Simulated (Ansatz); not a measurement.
# Lattice dynamics of NbTlSe3 (model cell, started as cubic perovskite with Nb in the octahedra)

Aim: the vibrations of NbTlSe3 (model cell, started as cubic perovskite with Nb in the octahedra), their spectra, and whether the structure is stable.

Program: Ansatz 0.2.0. Level of theory: DFT PBEsol, scalar-relativistic, plane waves, PAW; PAW set soft_1. Results are calculated unless marked as measured.

The structure was built from a prototype and need not be the compound's stable phase.

## (1) Starting point

Symmetry: Pm-3m, No. 221, cubic system. The conventional cell has a = 5.135 Å, b = 5.135 Å, c = 5.135 Å, α = 90.00°, β = 90.00°, γ = 90.00°. Nearest to Tl lie 12 Se at 3.63 Å. Nearest to Nb lie 6 Se at 2.57 Å. Nearest to Se lie 2 Nb at 2.57 Å. Farther neighbours and most contacts between anions are not listed.

Coordinates:

```cif
data_structure
_symmetry_space_group_name_H-M 'P 1'
_symmetry_Int_Tables_number 1
_cell_length_a 5.1352
_cell_length_b 5.1352
_cell_length_c 5.1352
_cell_angle_alpha 90.000
_cell_angle_beta 90.000
_cell_angle_gamma 90.000
_cell_volume 135.42
loop_
_atom_site_label
_atom_site_type_symbol
_atom_site_fract_x
_atom_site_fract_y
_atom_site_fract_z
_atom_site_occupancy
Tl1 Tl 0.00000 0.00000 0.00000 1
Nb2 Nb 0.50000 0.50000 0.50000 1
Se3 Se 0.50000 0.50000 0.00000 1
Se4 Se 0.50000 0.00000 0.50000 1
Se5 Se 0.00000 0.50000 0.50000 1
```

## (2) Relaxation

Harmonic phonons are second derivatives at a point where the forces vanish, and they are wanted at zero stress, so atoms and cell are relaxed first.

Input file input.yaml:

```yaml
crystal:
  lattice:
    - [5.1352, 0.0, 0.0]
    - [0.0, 5.1352, 0.0]
    - [0.0, 0.0, 5.1352]
  atoms:
    - { symbol: Tl, position: [0.0, 0.0, 0.0] }
    - { symbol: Nb, position: [0.5, 0.5, 0.5] }
    - { symbol: Se, position: [0.5, 0.5, 0.0] }
    - { symbol: Se, position: [0.5, 0.0, 0.5] }
    - { symbol: Se, position: [0.0, 0.5, 0.5] }
kpoints:
  mp_grid: { grid: [8, 8, 8] }
hamiltonian:
  xc: pbesol
  pseudopotentials: { kind: paw, azcp: { folder: soft_1 }, xc_functional: pbe }
scf:
  occupations: { method: gaussian, width: 0.1 }
output:
  forces: true
  stress: true
  eigenvalues: true
  write_density: true
  write_potential: true
  elf: true
  volumetric_format: npy
relax:
  adjacent_minimum: "off"
  f_tol: 0.005
  max_steps: 80
  cell: { stress_tol: 0.05 }
```

Launch:

```console
> ansatz run input.yaml --threads 4 --pin off --max-ram 16384MiB --backend cpu --events-out ev --progress --plain --runs-dir out
```

Numbers of over 12 decimals in the logs are rounded to 6 here.

The program printed:

```text
Engine: ansatz 0.2.0, aarch64-unknown-linux-gnu
Pseudopotentials: kind: paw
Pseudopotential: Tl, paw, valence charge 13, recommended cutoff 420 eV (normal), soft_1/Tl.paw.azcp
Pseudopotential: Nb, paw, valence charge 13, recommended cutoff 420 eV (normal), soft_1/Nb.paw.azcp
Pseudopotential: Se, paw, valence charge 16, recommended cutoff 420 eV (normal), soft_1/Se.paw.azcp
Functional definition: PBEsol
  exchange = pbesol_x
  correlation = pbesol_c
Crystal: 5 atoms, lattice volume = 135.417 Å³
Basis set: ecut = 420 eV, 2601 PW (Γ), exchange–correlation on 72×72×72 points (8 copies of the dense FFT grid, shifted against one another)
Bands: 45, of which v1, the nominal top of the filled ones, is band 37 counted from 1 (36 counted from 0)
Symmetry: 48 space group operations
Space group: Pm-3m (ITA 221), of the structure as read, at distance tolerance 5.1e-5 Å
k-points: 35 of 512
Non-local potential: Tl, projectors of the file, l = 0: 2, l = 1: 2, l = 2: 2, l = 3: 1
Non-local potential: Nb, projectors of the file, l = 0: 3, l = 1: 2, l = 2: 2, l = 3: 1
Non-local potential: Se, projectors of the file, l = 0: 2, l = 1: 2, l = 2: 3, l = 3: 1
PAW form: soft (Blöchl's): semilocal exchange-correlation on the pseudo side does not see the compensation charge
PAW frozen core: Tl, regenerated for the run's functional, and the local potential with it (the file was generated under x = pbe(κ = 0.804, μ = 0.219515), c = pbe(β = 0.066725))
PAW frozen core: Nb, regenerated for the run's functional, and the local potential with it (the file was generated under x = pbe(κ = 0.804, μ = 0.219515), c = pbe(β = 0.066725))
PAW frozen core: Se, regenerated for the run's functional, and the local potential with it (the file was generated under x = pbe(κ = 0.804, μ = 0.219515), c = pbe(β = 0.066725))
PAW one-centre angular grid: Tl, 590 points (default); XC on 64 Gauss nodes
PAW one-centre angular grid: Nb, 590 points (default); XC on 64 Gauss nodes
PAW one-centre angular grid: Se, 590 points (default); XC on 64 Gauss nodes
Initial density: superposition of atomic densities (chi_scale 0.1, normalization cell, long waves kept (reshape's long-wave potential 0.01 eV rms))
Initial wavefunctions: pseudopotential atomic-orbital guess
Functional: x = pbesol(κ = 0.804, μ = 0.123457), c = pbesol(β = 0.046)
SCF iter   1: F=—  HF=-32068.719356 eV  |F-HF|=—  |Δ(HF+E_count)|=         —  Δρ=3.80e-2  dr2=2.12e0  ethr=3.10e-3  ⟨swp⟩=6.6  Hψ=5683  notcnv=0  defer=1
preconditioner: auto → LDOS  [metal: Δε(μ)=0.011 eV  Ē_g=9.811 eV  σ=0.100 eV  W_gap=0.06  n_scr=32 (ndim 8)  ℏωp=19.1 eV  f_vac=0.011  D(μ)=5.00/eV (n_scr^D=32)  β→1.0]
SCF iter   2: F=—  HF=-32068.116060 eV  |F-HF|=—  |Δ(HF+E_count)|=   6.03e-1  Δρ=2.13e-2  dr2=7.65e-1  ethr=2.87e-3  ⟨swp⟩=3.0  Hψ=2800  notcnv=0  defer=76
SCF iter   3: F=—  HF=-32067.848799 eV  |F-HF|=—  |Δ(HF+E_count)|=   2.67e-1  Δρ=4.84e-3  dr2=2.92e-2  ethr=1.03e-3  ⟨swp⟩=3.0  Hψ=2757  notcnv=0  defer=73
SCF iter   4: F=—  HF=-32067.838510 eV  |F-HF|=—  |Δ(HF+E_count)|=   1.03e-2  Δρ=1.21e-3  dr2=2.62e-3  ethr=3.94e-5  ⟨swp⟩=2.1  Hψ=2906  notcnv=0  defer=73
SCF iter   5: F=—  HF=-32067.838666 eV  |F-HF|=—  |Δ(HF+E_count)|=   1.56e-4  Δρ=3.73e-4  dr2=2.32e-4  ethr=3.54e-6  ⟨swp⟩=2.0  Hψ=2665  notcnv=0  defer=73
SCF iter   6: F=—  HF=-32067.838572 eV  |F-HF|=—  |Δ(HF+E_count)|=   9.38e-5  Δρ=8.89e-5  dr2=1.20e-5  ethr=3.14e-7  ⟨swp⟩=2.0  Hψ=2731  notcnv=0  defer=73
SCF iter   7: F=—  HF=-32067.838613 eV  |F-HF|=—  |Δ(HF+E_count)|=   4.15e-5  Δρ=1.65e-5  dr2=3.29e-7  ethr=1.62e-8  ⟨swp⟩=3.0  Hψ=2945  notcnv=0  defer=73
SCF iter   8: F=-32067.838613 eV  HF=-32067.838613 eV  |F-HF|=4.07e-9  |Δ(HF+E_count)|=   9.54e-8  Δρ=2.59e-6  dr2=9.08e-9  ethr=1.35e-10  ⟨swp⟩=13.7  Hψ=12271  notcnv=0
SCF 1 converged in 8 iterations: F = -32067.838613 eV  dr2 = 9.08e-9
  Residual-converged pass: ⟨swp⟩=1.0  Hψ=1715  notcnv=0  max |occ|·‖R‖ = 6.9e-9 eV (tolerance 1.0e-8 eV)  dr2=9.08e-9  dr2_onsite=5.83e-9  max |Δocc| = 2.1e-11
  greatest PAW one-centre occupation: 1.000 electrons in one spin orbital (limit 2), on the Se atom at site 4 (counted from 0), in its partial waves of l = 2
relax step   1: F+E_penalty+E_count = -32067.83861328 eV  Δ(F+E_penalty+E_count) = +0.000e0 eV  max|allowed force component| = 3.355e-29 eV/Å  Δτ_max = 0.0000 Å  P = -3.706 GPa  Ω = 135.417 Å³  (8 SCF iters, dr2 threshold 1.00e-7 eV, accepted)
Crystal: 5 atoms, lattice volume = 124.921 Å³
Basis set: ecut = 420 eV, 2469 PW (Γ), exchange–correlation on 72×72×72 points (8 copies of the dense FFT grid, shifted against one another)
Initial density: handed on by an earlier stage of this run
Initial wavefunctions: those handed on with the density
iter 1 solved again at ethr=2.19e-4 eV; its pass at ethr=3.10e-3 eV (dr2=1.62e-1 eV) is discarded
SCF iter   1: F=—  HF=-32067.938370 eV  |F-HF|=—  |Δ(HF+E_count)|=         —  Δρ=7.28e-3  dr2=1.62e-1  ethr=2.19e-4  ⟨swp⟩=1.1  Hψ=6972  notcnv=0
preconditioner: auto → LDOS  [metal: Δε(μ)=0.022 eV  Ē_g=9.611 eV  σ=0.100 eV  W_gap=0.12  n_scr=26 (ndim 8)  ℏωp=19.9 eV  f_vac=0.017  D(μ)=5.23/eV (n_scr^D=32)  β→1.0]
SCF iter   2: F=—  HF=-32067.917377 eV  |F-HF|=—  |Δ(HF+E_count)|=   2.10e-2  Δρ=1.52e-3  dr2=1.69e-3  ethr=2.19e-4  ⟨swp⟩=2.0  Hψ=1873  notcnv=0
SCF iter   3: F=—  HF=-32067.917232 eV  |F-HF|=—  |Δ(HF+E_count)|=   1.45e-4  Δρ=4.50e-4  dr2=3.36e-4  ethr=2.29e-6  ⟨swp⟩=2.0  Hψ=2163  notcnv=0
SCF iter   4: F=—  HF=-32067.917175 eV  |F-HF|=—  |Δ(HF+E_count)|=   5.72e-5  Δρ=2.10e-4  dr2=9.18e-5  ethr=4.55e-7  ⟨swp⟩=2.0  Hψ=2009  notcnv=0
SCF iter   5: F=—  HF=-32067.917154 eV  |F-HF|=—  |Δ(HF+E_count)|=   2.08e-5  Δρ=2.89e-5  dr2=1.81e-6  ethr=1.24e-7  ⟨swp⟩=2.0  Hψ=1976  notcnv=0
SCF iter   6: F=-32067.917155 eV  HF=-32067.917155 eV  |F-HF|=6.02e-9  |Δ(HF+E_count)|=   1.20e-7  Δρ=4.72e-6  dr2=1.80e-8  ethr=6.76e-10  ⟨swp⟩=10.0  Hψ=12301  notcnv=0
SCF 2 converged in 6 iterations: F = -32067.917155 eV  dr2 = 1.80e-8
  Residual-converged pass: ⟨swp⟩=1.0  Hψ=1715  notcnv=0  max |occ|·‖R‖ = 7.1e-9 eV (tolerance 1.0e-8 eV)  dr2=1.80e-8  dr2_onsite=2.31e-9  max |Δocc| = 5.8e-11
  greatest PAW one-centre occupation: 1.000 electrons in one spin orbital (limit 2), on the Se atom at site 3 (counted from 0), in its partial waves of l = 2
relax step   2: F+E_penalty+E_count = -32067.91715456 eV  Δ(F+E_penalty+E_count) = -7.854e-2 eV  max|allowed force component| = 4.838e-30 eV/Å  Δτ_max = 0.0000 Å  P = +1.744 GPa  Ω = 124.921 Å³  energy of the carried Pulay correction = +7.409e-4 eV  (6 SCF iters, dr2 threshold 5.00e-7 eV, accepted)
Crystal: 5 atoms, lattice volume = 128.099 Å³
Basis set: ecut = 420 eV, 2517 PW (Γ), exchange–correlation on 72×72×72 points (8 copies of the dense FFT grid, shifted against one another)
iter 1 solved again at ethr=2.78e-5 eV; its pass at ethr=3.10e-3 eV (dr2=2.05e-2 eV) is discarded
SCF iter   1: F=—  HF=-32067.934635 eV  |F-HF|=—  |Δ(HF+E_count)|=         —  Δρ=2.52e-3  dr2=2.06e-2  ethr=2.78e-5  ⟨swp⟩=1.1  Hψ=6985  notcnv=0
preconditioner: auto → LDOS  [metal: Δε(μ)=0.001 eV  Ē_g=9.531 eV  σ=0.100 eV  W_gap=0.00  n_scr=26 (ndim 8)  ℏωp=19.7 eV  f_vac=0.024  D(μ)=4.57/eV (n_scr^D=32)  β→1.0]
SCF iter   2: F=—  HF=-32067.932104 eV  |F-HF|=—  |Δ(HF+E_count)|=   2.53e-3  Δρ=6.15e-4  dr2=6.74e-4  ethr=2.78e-5  ⟨swp⟩=1.4  Hψ=1606  notcnv=0
SCF iter   3: F=—  HF=-32067.932032 eV  |F-HF|=—  |Δ(HF+E_count)|=   7.19e-5  Δρ=1.18e-4  dr2=2.53e-5  ethr=9.10e-7  ⟨swp⟩=2.0  Hψ=1994  notcnv=0
SCF iter   4: F=—  HF=-32067.932048 eV  |F-HF|=—  |Δ(HF+E_count)|=   1.67e-5  Δρ=5.39e-5  dr2=4.79e-6  ethr=3.42e-8  ⟨swp⟩=2.1  Hψ=2109  notcnv=0
SCF iter   5: F=-32067.932047 eV  HF=-32067.932047 eV  |F-HF|=1.43e-8  |Δ(HF+E_count)|=   1.72e-6  Δρ=7.18e-6  dr2=6.94e-8  ethr=6.76e-10  ⟨swp⟩=7.7  Hψ=11367  notcnv=0
SCF 3 converged in 5 iterations: F = -32067.932047 eV  dr2 = 6.94e-8
relax step   3: F+E_penalty+E_count = -32067.93204667 eV  Δ(F+E_penalty+E_count) = -1.489e-2 eV  max|allowed force component| = 5.343e-29 eV/Å  Δτ_max = 0.0000 Å  P = -0.175 GPa  Ω = 128.099 Å³  energy of the carried Pulay correction = +5.103e-4 eV  (5 SCF iters, dr2 threshold 5.00e-7 eV, accepted)
[...]
relax step   4: F+E_penalty+E_count = -32067.93223702 eV  Δ(F+E_penalty+E_count) = -1.904e-4 eV  max|allowed force component| = 1.529e-29 eV/Å  Δτ_max = 0.0000 Å  P = -0.008 GPa  Ω = 127.802 Å³  energy of the carried Pulay correction = +5.316e-4 eV  (4 SCF iters, dr2 threshold 7.65e-8 eV, accepted)
Initial wavefunctions: pseudopotential atomic-orbital guess (no wavefunctions were taken with the density)
iter 1 solved again at ethr=1.66e-7 eV; its pass at ethr=3.10e-3 eV (dr2=1.23e-4 eV) is discarded
SCF iter   1: F=—  HF=-32067.931677 eV  |F-HF|=—  |Δ(HF+E_count)|=         —  Δρ=3.72e-5  dr2=3.15e-7  ethr=1.66e-7  ⟨swp⟩=3.0  Hψ=9461  notcnv=0
preconditioner: auto → LDOS  [metal: Δε(μ)=0.030 eV  Ē_g=9.530 eV  σ=0.100 eV  W_gap=0.17  n_scr=26 (ndim 8)  ℏωp=19.7 eV  f_vac=0.021  D(μ)=4.85/eV (n_scr^D=32)  β→1.0]
SCF iter   2: F=—  HF=-32067.931693 eV  |F-HF|=—  |Δ(HF+E_count)|=   1.58e-5  Δρ=5.98e-6  dr2=6.98e-8  ethr=4.25e-10  ⟨swp⟩=2.1  Hψ=2886  notcnv=0
SCF iter   3: F=—  HF=-32067.931693 eV  |F-HF|=—  |Δ(HF+E_count)|=   9.57e-8  Δρ=2.25e-6  dr2=7.03e-9  ethr=9.44e-11  ⟨swp⟩=2.1  Hψ=2848  notcnv=0
SCF iter   4: F=—  HF=-32067.931693 eV  |F-HF|=—  |Δ(HF+E_count)|=   7.43e-9  Δρ=4.42e-7  dr2=1.81e-10  ethr=9.49e-12  ⟨swp⟩=2.0  Hψ=2842  notcnv=0
SCF iter   5: F=-32067.931693 eV  HF=-32067.931693 eV  |F-HF|=1.46e-11  |Δ(HF+E_count)|=  2.18e-10  Δρ=9.16e-8  dr2=1.09e-11  ethr=1.00e-12  ⟨swp⟩=6.4  Hψ=7944  notcnv=0
SCF 5 converged in 5 iterations: F = -32067.931693 eV  dr2 = 1.09e-11
relax step   5: F+E_penalty+E_count = -32067.93169321 eV  Δ(F+E_penalty+E_count) = +5.438e-4 eV  max|allowed force component| = 8.625e-30 eV/Å  Δτ_max = 0.0000 Å  P = -0.007 GPa  Ω = 127.802 Å³  stress off target by 7.17e-3 GPa  SCF on the basis re-selected at this cell (its energy is not comparable with the rows above)  (5 SCF iters)
basis re-selected at this cell: Δ(F+E_penalty+E_count) = +5.438e-4 eV, ΔP = +0.000 GPa vs the last step (what re-selecting the basis moved, of the pressure what is left beyond the Pulay correction that the steps carried, after the strain that the cell walked since its last selection, with what the two solves' SCF thresholds leave and, on support functions, any second-order correction that the steps lacked; it is no m [...]
SCF converged after 5 iterations
Free energy (F): -32067.931693 eV
Harris-Foulkes:  -32067.931693 eV  (|F-HF|=1.46e-11)
Internal energy: -32067.907448 eV  (E = F + TS)
E sigma→0 (E₀):  -32067.919571 eV
Entropy (-TS):   -0.024245 eV (-4.849 meV/atom)
Fermi energy:    8.912812 eV
--- Per-component energies (eV) ---
  E_band       = -1309.961880
  E_kinetic    = 969.822656
  E_local      = -10103.447115  (includes V_loc(G=0)·N_el)
  E_nonlocal   = -645.315024
  E_hartree    = 4994.080522
  E_xc         = -602.639742
  E_vxc        = -593.931027  (∫ρ·V_xc dr)
  E_paw        = -19321.633866  (= ΣΔE_a)
  E_vpaw       = -925.251303  (= ΣTr[D̂ρ^β])
  E_aug_tail   = -0.001122  (compensation charges beyond the density's cutoff)
  E_ewald      = -7362.026155
  E_core_change = 3.252398  (= ΣΔE_core)
  E_smearing   = -0.024245  (= −TS)
  E_closure    = -0.000000  (closes the sum)
  Σ components = -32067.931693   (vs F -32067.931693, Δ=0.00e0)
--- Forces (eV/Å), atoms counted from 1 ---
  atom   1  Tl    -0.00000000    -0.00000000     0.00000000
  atom   2  Nb     0.00000000     0.00000000     0.00000000
  atom   3  Se    -0.00000000    -0.00000000     0.00000000
  atom   4  Se    -0.00000000    -0.00000000     0.00000000
  atom   5  Se     0.00000000     0.00000000     0.00000000
  max |Σ_I F_I| component: 9.47e-30 eV/Å
--- Stress (GPa, compression-positive) ---
       -0.007174       0.000000      -0.000000
        0.000000      -0.007174       0.000000
       -0.000000       0.000000      -0.007174
  P = ⅓ Tr σ = -0.0072 GPa (-0.072 kbar)
--- Band table (eV; the first three rows and the last of 35) ---
  k-point 0: bands = [... 33 lower, 7.6821, 8.0756, 8.0756, 8.0756, 8.2802, 8.2802, 8.2802, 10.0489, ... 4 higher]
  k-point 1: bands = [... 33 lower, 7.6149, 7.7764, 8.0792, 8.0915, 8.0915, 8.8544, 8.8544, 10.0519, ... 4 higher]
  k-point 2: bands = [... 33 lower, 7.4637, 7.5401, 8.0881, 8.1535, 8.1535, 9.6222, 9.6222, 10.0579, ... 4 higher]
  k-point 34: bands = [... 33 lower, 4.3525, 9.1576, 9.1576, 9.1576, 10.2743, 10.2743, 10.2743, 14.6875, ... 4 higher]
--- Relaxed structure (4 steps of the walk, 4 accepted, 1 SCFs on fresh bases) ---
  F+E_penalty+E_count = -32067.93169321 eV   max|allowed force component| = 8.625e-30 eV/Å   (the final SCF, on the basis selected at the relaxed cell)
  cell:  # Å, volume = 127.8024 Å³
    - [5.037089, 0, 0]
    - [0, 5.037089, 0.0]
    - [0, 0.0, 5.037089]
  atoms:
    - { symbol: Tl, position: [0, 0, 0] }
    - { symbol: Nb, position: [0.5, 0.5, 0.5] }
    - { symbol: Se, position: [0.5, 0.5, 0] }
    - { symbol: Se, position: [0.5, 0, 0.5] }
    - { symbol: Se, position: [0, 0.5, 0.5] }
```

It took 19 s on 4 threads of Arm Neoverse V1, shared host; peak memory 0.6 GiB.

Step by step:

```tsv
step	energy less that of the first step (eV)	largest force component (eV/Å)	pressure (GPa)	volume (Å³)
1	0.0000	0.0000	-3.71	135.42
2	-0.0785	0.0000	1.74	124.92
3	-0.0934	0.0000	-0.17	128.10
4	-0.0936	0.0000	-0.01	127.80
5*	-0.0931	0.0000	-0.01	127.80
```

Relaxation steps marked * repeat the geometry before them on a plane-wave basis chosen anew for their cell, so energy and pressure can jump there.

Forces are held to the 48 operations that the run works with; a distortion that breaks them can't arise in this run.

```tsv
conventional cell, symmetrised	before	after	change
a (Å)	5.135	5.037	-1.9 %
b (Å)	5.135	5.037	-1.9 %
c (Å)	5.135	5.037	-1.9 %
volume (Å³/atom)	27.08	25.56	-5.6 %
```

The relaxed structure:

```cif
data_structure
_symmetry_space_group_name_H-M 'P 1'
_symmetry_Int_Tables_number 1
_cell_length_a 5.0371
_cell_length_b 5.0371
_cell_length_c 5.0371
_cell_angle_alpha 90.000
_cell_angle_beta 90.000
_cell_angle_gamma 90.000
_cell_volume 127.80
loop_
_atom_site_label
_atom_site_type_symbol
_atom_site_fract_x
_atom_site_fract_y
_atom_site_fract_z
_atom_site_occupancy
Tl1 Tl 0.00000 0.00000 0.00000 1
Nb2 Nb 0.50000 0.50000 0.50000 1
Se3 Se 0.50000 0.50000 0.00000 1
Se4 Se 0.50000 0.00000 0.50000 1
Se5 Se 0.00000 0.50000 0.50000 1
```

This step gave:

```yaml
pressure: -0.007174 GPa
volume_per_atom: 25.56 Å³
gap_on_the_k_mesh: 0 eV
```

ELF in the ac plane at fractional y = 0.500, with atoms of Nb and Se within 0.2 Å of it. It is the smooth field of the valence electrons, not physical close to the nuclei.

Values, 14 rows by 14 columns, each cell a mean:
```
0.02 0.03 0.17 0.54 0.75 0.71 0.38 0.25 0.56 0.76 0.69 0.36 0.08 0.02
0.09 0.07 0.11 0.37 0.68 0.77 0.72 0.68 0.75 0.75 0.56 0.22 0.07 0.08
0.41 0.30 0.17 0.21 0.46 0.64 0.69 0.70 0.68 0.58 0.33 0.16 0.22 0.36
0.72 0.65 0.46 0.26 0.22 0.28 0.32 0.34 0.31 0.25 0.22 0.33 0.56 0.69
0.76 0.77 0.70 0.42 0.18 0.27 0.48 0.53 0.39 0.19 0.25 0.58 0.75 0.76
0.46 0.67 0.76 0.51 0.26 0.58 0.71 0.67 0.70 0.39 0.31 0.68 0.75 0.56
0.11 0.47 0.75 0.53 0.33 0.69 0.47 0.21 0.67 0.53 0.34 0.70 0.68 0.25
0.25 0.56 0.76 0.53 0.30 0.66 0.62 0.47 0.71 0.48 0.32 0.69 0.72 0.38
0.68 0.75 0.75 0.48 0.20 0.41 0.66 0.69 0.58 0.27 0.28 0.64 0.77 0.71
0.76 0.73 0.60 0.33 0.18 0.20 0.30 0.33 0.26 0.18 0.22 0.46 0.68 0.75
0.58 0.47 0.28 0.21 0.33 0.48 0.53 0.53 0.51 0.42 0.26 0.21 0.37 0.54
0.20 0.14 0.11 0.28 0.60 0.75 0.76 0.75 0.76 0.70 0.46 0.17 0.11 0.17
0.03 0.04 0.14 0.47 0.73 0.75 0.56 0.47 0.67 0.77 0.65 0.30 0.07 0.03
0.01 0.03 0.20 0.58 0.76 0.68 0.25 0.11 0.46 0.76 0.72 0.41 0.09 0.02
```
Columns run along a (5.0 Å), rows up along c (5.0 Å). Atoms in or near the plane, at fractional coordinates: Nb at (0.50, 0.50), Se at (0.50, 0.00), Se at (0.00, 0.50).

Valence density in the ac plane at fractional y = 0.500, with atoms of Nb and Se within 0.2 Å of it. It is the smooth field of the valence electrons, not physical close to the nuclei.

Ten steps, logarithmic in the rise over the least value, from '_' (0 e/Å³) to '@' (45 e/Å³), each cell a mean:
```
________..--##%%++::..______
________..::--==::..________
__________..........________
..________........________..
::....____..----::..__....::
**==::....--==++==::....::++
@@**::..::==++++++--....==%%
%%++::....--++++==--....--##
--::......::--==--......::--
....______....::..______....
__________........__________
__________..::::::..________
________..::++**==..________
________..--%%@@**::..______
```
Columns run along a (5.0 Å), rows up along c (5.0 Å). Atoms in or near the plane, at fractional coordinates: Nb at (0.50, 0.50), Se at (0.50, 0.00), Se at (0.00, 0.50).

Electrostatic potential energy in the ac plane at fractional y = 0.500, with atoms of Nb and Se within 0.2 Å of it. With pseudopotentials it is smooth inside the atoms' cores, unlike the true potential.

Ten even steps from '_' (-56 eV) to '@' (13 eV), each cell a mean:
```
@@@@@@@@%%**@@@@####@@@@@@@@
@@@@@@@@@@##**##**%%@@@@@@@@
@@@@@@@@@@%%%%##%%@@@@@@@@@@
@@@@@@@@@@%%%%##%%@@@@@@@@@@
####%%@@%%##++==**%%@@@@%%##
%%####%%##==..__::**%%%%**##
@@%%**%%**::______==######@@
@@####%%##--____..++%%%%**@@
##**%%@@%%++--::==##%%%%##**
%%%%@@@@@@%%##**##%%@@@@@@%%
@@@@@@@@@@@@%%%%%%@@@@@@@@@@
@@@@@@@@@@%%##**##%%@@@@@@@@
@@@@@@@@%%**##%%####@@@@@@@@
@@@@@@@@%%##@@@@%%##@@@@@@@@
```
Columns run along a (5.0 Å; values clipped at the 3rd and 97th percentile), rows up along c (5.0 Å). Atoms in or near the plane, at fractional coordinates: Nb at (0.50, 0.50), Se at (0.50, 0.00), Se at (0.00, 0.50).

In this step the volume went from 27.08 to 25.56 Å³/atom.

(Part 1 of 2 ends here.)

[Logs are printed without paths, hosts, clocks, repeated set-up lines and the standing remarks that a program may print on its own settings, such as how far it seeks lower states.]

[Hosts, paths, dates, database ids (printed as entryN), source tags and the programs' standing remarks are cut or masked in the printed files.]
